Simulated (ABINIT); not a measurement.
**MoS2 (P6_3/mmc): G0W0 with ABINIT, start to end**

How does a plane-wave GW calculation on MoS2 (P6_3/mmc) run from the first input to the gap?

Main program and level: ABINIT 10.8.3; PBE and many-body steps on it, plane waves.

The database entry behind the starting cell differs from later determinations by our own check (about 0.3 % long), so it need not match the best structure at ambient conditions.

**1. The structure**

It takes space group P6_3/mmc (No. 194, hexagonal). The conventional cell has a = 3.169 Å, b = 3.169 Å, c = 12.324 Å, α = 90.00°, β = 90.00°, γ = 120.00°. Nearest to Mo lie 6 S at 2.41 Å. Nearest to S lie 3 Mo at 2.41 Å. Farther neighbours and most contacts between anions are not listed.

The cell and positions come from the Crystallography Open Database and are kept as given unless a step says otherwise.

**2. Ground state**

This step: ABINIT 10.8.3; DFT, PBE, plane waves, norm-conserving pseudopotentials.

The ground-state density comes first.

The input, run.abi:

```
acell 3*1.0 Angstrom
rprim 
  3.169000000004 -0.000000000001 0.000000000000
  -1.584500000001 2.744434504597 0.000000000000
  0.000000000000 0.000000000000 12.324000000000
ntypat 2
znucl 42 16
natom 6
typat 1 1 2 2 2 2
xred 
  0.333333333333 0.666666666667 0.250000000000
  0.666666666667 0.333333333333 0.750000000000
  0.333333333333 0.666666666667 0.623000000000
  0.666666666667 0.333333333333 0.123000000000
  0.333333333333 0.666666666667 0.877000000000
  0.666666666667 0.333333333333 0.377000000000
pp_dirpath "pseudos"
pseudos "Mo.upf, S.upf"
ecut 36
ngkpt 6 6 2
nshiftk 1
shiftk 0 0 0
kptopt 1
chksymbreak 0
nband 33
occopt 1
tolvrs 1e-10
nstep 60
prtwf 0
optforces 0
optstress 0
indata_prefix "in"
outdata_prefix "out"
tmpdata_prefix "tmp"
```

Run with:

```
> OMP_NUM_THREADS=1 mpirun -n 8 abinit run.abi > log
```

Numbers of over 12 decimals in the logs are rounded to 6 here.

Output:

```text
.Version 10.8.3 of ABINIT. v10.8.2 released Aug 2026.

 Symmetries : space group P6_3/m m c (#194); Bravais hP (primitive hexag.)
================================================================================
 Values of the parameters that define the memory need of the present run
     intxc =       0    ionmov =       0      iscf =       7    lmnmax =       6
     lnmax =       6     mgfft =     128  mpssoang =       3    mqgrid =    6291
     natom =       6  nloc_mem =       1    nspden =       1   nspinor =       1
    nsppol =       1      nsym =      24    n1xccc =    2501    ntypat =       2
    occopt =       1   xclevel =       2
-    mband =          33        mffmem =           1         mkmem =           2
       mpw =        7490          nfft =      165888          nkpt =          14
================================================================================
  Rough estimation (10% accuracy) of disk space for files :
================================================================================

--------------------------------------------------------------------------------
------------- Echo of variables that govern the present computation ------------
--------------------------------------------------------------------------------
 -outvars: echo values of preprocessed input variables --------
            acell      1.8897261259E+00  1.8897261259E+00  1.8897261259E+00 Bohr

      chksymbreak           0
             ecut      3.60000000E+01 Hartree
-          fftalg         312

              ixc     -101130
              kpt      0.00000000E+00  0.00000000E+00  0.00000000E+00
                       1.66666667E-01  0.00000000E+00  0.00000000E+00
                       3.33333333E-01  0.00000000E+00  0.00000000E+00
                       5.00000000E-01  0.00000000E+00  0.00000000E+00
                       1.66666667E-01  1.66666667E-01  0.00000000E+00
                       3.33333333E-01  1.66666667E-01  0.00000000E+00
                       3.33333333E-01  3.33333333E-01  0.00000000E+00
                       0.00000000E+00  0.00000000E+00  5.00000000E-01
                       1.66666667E-01  0.00000000E+00  5.00000000E-01
                       3.33333333E-01  0.00000000E+00  5.00000000E-01
                       5.00000000E-01  0.00000000E+00  5.00000000E-01
[...]
kptrlatt        6    0    0      0    6    0      0    0    2
          kptrlen      3.59312526E+01
P           mkmem           2
            natom           6
            nband          33
            ngfft          36      36     128
             nkpt          14
            nstep          60
             nsym          24
           ntypat           2
              occ      2.000000  2.000000  2.000000  2.000000  2.000000  2.000000
                       2.000000  2.000000  2.000000  2.000000  2.000000  2.000000
                       2.000000  2.000000  2.000000  2.000000  2.000000  2.000000
                       2.000000  2.000000  2.000000  2.000000  2.000000  2.000000
                       2.000000  2.000000  0.000000  0.000000  0.000000  0.000000
[...]
optforces           0
        optstress           0
            prtwf           0
            rprim      3.1690000000E+00 -1.0000000000E-12  0.0000000000E+00
[...]
spgroup         194

           tolvrs      1.00000000E-10

             xred      3.3333333333E-01  6.6666666667E-01  2.5000000000E-01
[...]
znucl       42.00000   16.00000

================================================================================

 chkinp: Checking input parameters for consistency.

================================================================================
== DATASET  1 ==================================================================
-   mpi_nproc: 8, omp_nthreads: 1 (-1 if OMP is not activated)

--- !DatasetInfo
iteration_state: {dtset: 1, }
dimensions: {natom: 6, nkpt: 14, mband: 33, nsppol: 1, nspinor: 1, nspden: 1, mpw: 7490, }
cutoff_energies: {ecut:  36.0, pawecutdg:  -1.0, }
electrons: {nelect:   5.20000000E+01, charge:   0.00000000E+00, occopt:   1.00000000E+00, tsmear:   1.00000000E-02, }

 Real(R)+Recip(G) space primitive vectors, cartesian coordinates (Bohr,Bohr^-1):
 R(1)=  5.9885421  0.0000000  0.0000000  G(1)=  0.1669856  0.0964092  0.0000000
 R(2)= -2.9942710  5.1862296  0.0000000  G(2)=  0.0000000  0.1928183  0.0000000
 R(3)=  0.0000000  0.0000000 23.2889848  G(3)=  0.0000000  0.0000000  0.0429388
 Unit cell volume ucvol=  7.2330822E+02 bohr^3
 Angles (23,13,12)=  9.00000000E+01  9.00000000E+01  1.20000000E+02 degrees

 getcut: wavevector=  0.0000  0.0000  0.0000  ngfft=  36  36 128
         ecut(hartree)=     36.000   => boxcut(ratio)=   2.03490

--- Pseudopotential description ------------------------------------------------
- Mo Generated using ONCVPSP code by D. R. Hamann
- 42.00000  14.00000  171031                  znucl, zion, pspdat
12 -101130 2 -1 1640                          pspcod,pspxc,lmax,lloc,mmax
     nproj     2     2     2
  pspatm : epsatm=   15.95693798
         --- l  ekb(1:nproj) -->
[...]
pspatm: atomic psp has been read  and splines computed

- S Generated using ONCVPSP code by D. R. Hamann
- 16.00000   6.00000  171031                  znucl, zion, pspdat
12 -101130 2 -1 1146                          pspcod,pspxc,lmax,lloc,mmax
     nproj     2     2     2
  pspatm : epsatm=    9.01821529
         --- l  ekb(1:nproj) -->
[...]
pspatm: atomic psp has been read  and splines computed

   3.53531033E+03                                ecore*ucvol(ha*bohr**3)
--------------------------------------------------------------------------------

_setup2: Arith. and geom. avg. npw (full set) are    7464.403    7464.370

================================================================================

--- !BeginCycle
iteration_state: {dtset: 1, }
solver: {iscf: 7, nstep: 60, nline: 4, wfoptalg: 0, }
tolerances: {tolvrs: 1.00E-10, }

     iter   Etot(hartree)      deltaE(h)  residm     vres2
 ETOT  1  -184.32730796720    -1.843E+02 1.016E-01 3.331E+03
 ETOT  2  -182.42850318755     1.899E+00 4.665E-02 2.741E+04
 ETOT  3  -184.89381481055    -2.465E+00 9.579E-03 3.112E+00
 ETOT  4  -184.89593897113    -2.124E-03 3.848E-03 4.010E+00
 ETOT  5  -184.89626470211    -3.257E-04 4.799E-04 5.635E-01
 ETOT  6  -184.89631516807    -5.047E-05 5.620E-04 1.238E-01
 ETOT  7  -184.89632039937    -5.231E-06 2.494E-04 5.015E-03
 ETOT  8  -184.89632061210    -2.127E-07 3.916E-04 3.286E-05
 ETOT  9  -184.89632061420    -2.101E-09 1.706E-04 4.393E-07
 ETOT 10  -184.89632061433    -1.223E-10 2.595E-04 4.454E-08
 ETOT 11  -184.89632061434    -1.162E-11 1.106E-04 4.077E-09
 ETOT 12  -184.89632061434    -2.643E-12 1.802E-04 3.647E-10
 ETOT 13  -184.89632061434    -5.684E-14 6.883E-05 5.842E-11

 At SCF step   13       vres2   =  5.84E-11 < tolvrs=  1.00E-10 =>converged.

--- !ResultsGS
iteration_state: {dtset: 1, }
comment   : Summary of ground state results
lattice_vectors:
- [  5.9885421,  -0.0000000,   0.0000000, ]
- [ -2.9942710,   5.1862296,   0.0000000, ]
- [  0.0000000,   0.0000000,  23.2889848, ]
lattice_lengths: [   5.98854,    5.98854,   23.28898, ]
lattice_angles: [ 90.000,  90.000, 120.000, ] # degrees, (23, 13, 12)
lattice_volume:   7.2330822E+02
convergence: {deltae: -5.684E-14, res2:  5.842E-11, residm:  6.883E-05, diffor:  0.000E+00, }
etotal    :  -1.84896321E+02
entropy   :   0.00000000E+00
fermie    :   3.09959974E-01
cartesian_stress_tensor: null
pressure_GPa: null
xred      :
- [  3.3333E-01,   6.6667E-01,   2.5000E-01, Mo]
- [  6.6667E-01,   3.3333E-01,   7.5000E-01, Mo]
- [  3.3333E-01,   6.6667E-01,   6.2300E-01,  S]
- [  6.6667E-01,   3.3333E-01,   1.2300E-01,  S]
- [  3.3333E-01,   6.6667E-01,   8.7700E-01,  S]
- [  6.6667E-01,   3.3333E-01,   3.7700E-01,  S]
cartesian_forces: null
force_length_stats: {min: null, max: null, mean: null, }

 Integrated electronic density in atomic spheres:
 ------------------------------------------------
 Atom  Sphere_radius  Integrated_density
[...]
================================================================================

 ----iterations are completed or convergence reached----

 Mean square residual over all n,k,spin=   43.385E-08; max=  68.827E-06
 reduced coordinates (array xred) for    6 atoms
[...]
0.666666666667      0.333333333333      0.750000000000
       0.333333333333      0.666666666667      0.623000000000
       0.666666666667      0.333333333333      0.123000000000
       0.333333333333      0.666666666667      0.877000000000
       0.666666666667      0.333333333333      0.377000000000
 rms dE/dt=  0.0000E+00; max dE/dt=  0.0000E+00; dE/dt below (all hartree)
    1       0.000000000000      0.000000000000      0.000000000000
    2       0.000000000000      0.000000000000      0.000000000000
    3       0.000000000000      0.000000000000      0.000000000000
    4       0.000000000000      0.000000000000      0.000000000000
    5       0.000000000000      0.000000000000      0.000000000000
    6       0.000000000000      0.000000000000      0.000000000000

 cartesian coordinates (angstrom) at end:
    1      6.7e-13     1.829623     3.081000
    2      1.584500     0.914812     9.243000
    3      6.7e-13     1.829623     7.677852
    4      1.584500     0.914812     1.515852
    5      6.7e-13     1.829623    10.808148
    6      1.584500     0.914812     4.646148
 length scales=  1.889726125908  1.889726125908  1.889726125908 bohr
              =  1.000000000000  1.000000000000  1.000000000000 angstroms
 prteigrs : about to open file out_EIG
 Fermi (or HOMO) energy (hartree) =   0.30996   Average Vxc (hartree)=  -0.40245
 Eigenvalues (hartree) for nkpt=  14  k points:
 kpt#   1, nband= 33, wtk=  0.01389, kpt=  0.0000  0.0000  0.0000 (reduced coord)
  -1.95125   -1.95125   -1.00128   -1.00127   -0.99293   -0.99293   -0.99293   -0.99293
  -0.23958   -0.22966   -0.19514   -0.17888    0.05790    0.09584    0.18196    0.18981
   0.18981    0.19029    0.19029    0.23000    0.23000    0.23172    0.23172    0.26647
   0.26790    0.30996    0.38712    0.38733    0.38816    0.38827    0.39315    0.39331
   0.39947
 prteigrs : prtvol=0 or 1, do not print more k-points.

--- !EnergyTerms
iteration_state     : {dtset: 1, }
comment             : Components of total free energy in Hartree
kinetic             :  6.00147592865794E+01
hartree             :  5.39885223339677E+01
xc                  : -3.33780456303470E+01
Ewald energy        : -1.19847493795111E+02
psp_core            :  4.88769548579594E+00
local_psp           : -1.73802185839900E+02
non_local_psp       :  2.32404275446742E+01
total_energy        : -1.84896320614341E+02
total_energy_eV     : -5.03128519569757E+03
band_energy         : -1.61958635712886E+01

== END DATASET(S) ==============================================================
================================================================================

 -outvars: echo values of variables after computation  --------
           etotal     -1.8489632061E+02
            nband          33
             nkpt          14
          spgroup         194
 [... the other variables as echoed above ...]

 Calculation completed.
```

Wall time 40 s (8 MPI ranks of Intel Xeon at 2.80GHz (Skylake/Cascade Lake), shared host); peak memory 0.88 GiB.

Numbers from this step:

```yaml
total_energy: -5031.2852 eV
gap: 0.8887 eV
k_of_the_valence_top: 0, 0, 0
k_of_the_conduction_bottom: 0.1667, 0.1667, 0
least_direct_gap: 1.654 eV
```

The gap is indirect, with the least direct gap 0.77 eV higher.

**3. Empty states on the mesh, 6×6×1 mesh, 190 bands**

The sums over transitions need many empty states on a uniform mesh; this step solves for them.

run.abi, as its differences from that of step 2:

```diff
@@ -19,3 +19,3 @@
 ecut 36
-ngkpt 6 6 2
+ngkpt 6 6 1
 nshiftk 1
@@ -24,9 +24,10 @@
 chksymbreak 0
-nband 33
-occopt 1
-tolvrs 1e-10
+iscf -2
+irdden 1
+istwfk *1
+nband 190
+nbdbuf 16
+tolwfr 1e-09
 nstep 60
-prtwf 0
-optforces 0
-optstress 0
+prtvol 0
 indata_prefix "in"
```

Run with:

```
> OMP_NUM_THREADS=1 mpirun -n 7 abinit run.abi > log
```

Output:

```text
.Version 10.8.3 of ABINIT. v10.8.2 released Aug 2026.

 Symmetries : space group P6_3/m m c (#194); Bravais hP (primitive hexag.)
[... echo of the input left out ...]
== DATASET  1 ==================================================================
-   mpi_nproc: 7, omp_nthreads: 1 (-1 if OMP is not activated)

--- !DatasetInfo
iteration_state: {dtset: 1, }
dimensions: {natom: 6, nkpt: 7, mband: 190, nsppol: 1, nspinor: 1, nspden: 1, mpw: 7481, }
cutoff_energies: {ecut:  36.0, pawecutdg:  -1.0, }
electrons: {nelect:   5.20000000E+01, charge:   0.00000000E+00, occopt:   1.00000000E+00, tsmear:   1.00000000E-02, }

 Real(R)+Recip(G) space primitive vectors, cartesian coordinates (Bohr,Bohr^-1):
 R(1)=  5.9885421  0.0000000  0.0000000  G(1)=  0.1669856  0.0964092  0.0000000
 R(2)= -2.9942710  5.1862296  0.0000000  G(2)=  0.0000000  0.1928183  0.0000000
 R(3)=  0.0000000  0.0000000 23.2889848  G(3)=  0.0000000  0.0000000  0.0429388
 Unit cell volume ucvol=  7.2330822E+02 bohr^3
 Angles (23,13,12)=  9.00000000E+01  9.00000000E+01  1.20000000E+02 degrees

 getcut: wavevector=  0.0000  0.0000  0.0000  ngfft=  36  36 128
         ecut(hartree)=     36.000   => boxcut(ratio)=   2.03490

--- Pseudopotential description ------------------------------------------------
- Mo Generated using ONCVPSP code by D. R. Hamann
- 42.00000  14.00000  171031                  znucl, zion, pspdat
12 -101130 2 -1 1640                          pspcod,pspxc,lmax,lloc,mmax
     nproj     2     2     2
  pspatm : epsatm=   15.95693798
         --- l  ekb(1:nproj) -->
             0   13.833287    1.350687
             1    8.015347    1.134034
             2    2.765699    0.969071
 pspatm: atomic psp has been read  and splines computed

- S Generated using ONCVPSP code by D. R. Hamann
- 16.00000   6.00000  171031                  znucl, zion, pspdat
12 -101130 2 -1 1146                          pspcod,pspxc,lmax,lloc,mmax
     nproj     2     2     2
  pspatm : epsatm=    9.01821529
         --- l  ekb(1:nproj) -->
[...]
pspatm: atomic psp has been read  and splines computed

--------------------------------------------------------------------------------

================================================================================
 prteigrs : about to open file out_EIG
 Non-SCF case, kpt    1 (  0.00000  0.00000  0.00000), residuals and eigenvalues=
  6.10E-10  6.89E-10  2.87E-10  2.33E-10  2.16E-10  2.82E-10  2.54E-10  3.15E-10
  1.67E-10  2.21E-10  1.25E-10  1.89E-10  5.60E-10  2.93E-10  1.32E-10  6.33E-10
  9.42E-10  1.01E-10  1.54E-10  2.98E-10  5.14E-10  1.03E-10  2.94E-10  7.57E-10
[...]
3.67E-06  3.43E-05  5.71E-05  8.39E-05  3.78E-04  4.41E-05
 -1.9512E+00 -1.9512E+00 -1.0013E+00 -1.0013E+00 -9.9293E-01 -9.9293E-01
 -9.9293E-01 -9.9293E-01 -2.3958E-01 -2.2966E-01 -1.9514E-01 -1.7888E-01
[...]
2.6125E+00  2.6167E+00  2.6167E+00  2.6419E+00  2.6419E+00  2.6615E+00
  2.6753E+00  2.6755E+00  2.6845E+00  2.6999E+00
 prteigrs : prtvol=0 or 1, do not print more k-points.

--- !ResultsGS
iteration_state: {dtset: 1, }
comment   : Summary of ground state results
lattice_vectors:
- [  5.9885421,  -0.0000000,   0.0000000, ]
- [ -2.9942710,   5.1862296,   0.0000000, ]
- [  0.0000000,   0.0000000,  23.2889848, ]
lattice_lengths: [   5.98854,    5.98854,   23.28898, ]
lattice_angles: [ 90.000,  90.000, 120.000, ] # degrees, (23, 13, 12)
lattice_volume:   7.2330822E+02
convergence: {deltae:  0.000E+00, res2:  0.000E+00, residm:  9.984E-10, diffor:  0.000E+00, }
etotal    :  -1.84896321E+02
entropy   :   0.00000000E+00
fermie    :   3.09959974E-01
cartesian_stress_tensor: null
pressure_GPa: null
xred      :
- [  3.3333E-01,   6.6667E-01,   2.5000E-01, Mo]
- [  6.6667E-01,   3.3333E-01,   7.5000E-01, Mo]
- [  3.3333E-01,   6.6667E-01,   6.2300E-01,  S]
- [  6.6667E-01,   3.3333E-01,   1.2300E-01,  S]
- [  3.3333E-01,   6.6667E-01,   8.7700E-01,  S]
- [  6.6667E-01,   3.3333E-01,   3.7700E-01,  S]
cartesian_forces: null
force_length_stats: {min: null, max: null, mean: null, }

 Integrated electronic density in atomic spheres:
 ------------------------------------------------
 Atom  Sphere_radius  Integrated_density
[...]
================================================================================

 ----iterations are completed or convergence reached----

 Mean square residual over all n,k,spin=   44.547E-11; max=  99.841E-11
 reduced coordinates (array xred) for    6 atoms
[...]
0.333333333333      0.666666666667      0.877000000000
       0.666666666667      0.333333333333      0.377000000000

 cartesian coordinates (angstrom) at end:
    1      6.7e-13     1.829623     3.081000
    2      1.584500     0.914812     9.243000
    3      6.7e-13     1.829623     7.677852
    4      1.584500     0.914812     1.515852
    5      6.7e-13     1.829623    10.808148
    6      1.584500     0.914812     4.646148
 length scales=  1.889726125908  1.889726125908  1.889726125908 bohr
              =  1.000000000000  1.000000000000  1.000000000000 angstroms
 prteigrs : about to open file out_EIG
 Eigenvalues (hartree) for nkpt=   7  k points:
 kpt#   1, nband=190, wtk=  0.02778, kpt=  0.0000  0.0000  0.0000 (reduced coord)
[...]
2.49217    2.51679    2.51679    2.54766    2.55232    2.56540    2.56540    2.57091
   2.58190    2.59122    2.59122    2.60285    2.61248    2.61674    2.61674    2.64192
   2.64192    2.66147    2.67532    2.67551    2.68447    2.69993
 prteigrs : prtvol=0 or 1, do not print more k-points.

== END DATASET(S) ==============================================================
================================================================================

 -outvars: echo values of variables after computation  --------
            nband         190
             nkpt           7
          spgroup         194
 [... the other variables as echoed above ...]

 Calculation completed.
```

Run time: 88 s. Hardware: 7 MPI ranks; peak memory 0.85 GiB.

This step gave:

```
gap                                                           : 0.8887 eV
k of the valence top                                          : 0, 0, 0
k of the conduction bottom                                    : 0.1667, 0.1667, 0
least direct gap                                              : 1.654 eV
k points computed                                             : 7
lowest point of the top converged band, above the valence top : 59.9309 eV
```

On this mesh the gap is 0.889 eV.

(Part 1 of 2 ends here.)

[Paths, hosts, dates, memory and timing lines, banners, echoed tables and standing remarks are left out of the program output.]

[Logs are printed without paths, hosts, clocks, repeated set-up lines and the standing remarks that a program may print on its own settings, such as how far it seeks lower states.]

[Runs of the session that timed out or met a known fault of the program may be left out.]

[Hosts, paths, dates, database ids (printed as entryN), source tags and the programs' standing remarks are cut or masked in the printed files.]

[G0W0 gaps are taken among the corrected bands and points alone; a level outside them can change the order at an edge.]

[Where Ansatz stands beside ABINIT at settings called matched, ABINIT's density can come from a denser mesh and the files from another edition; pairs whose starting gaps differed by over 0.03 eV were left out, so agreement reads better than it is.]
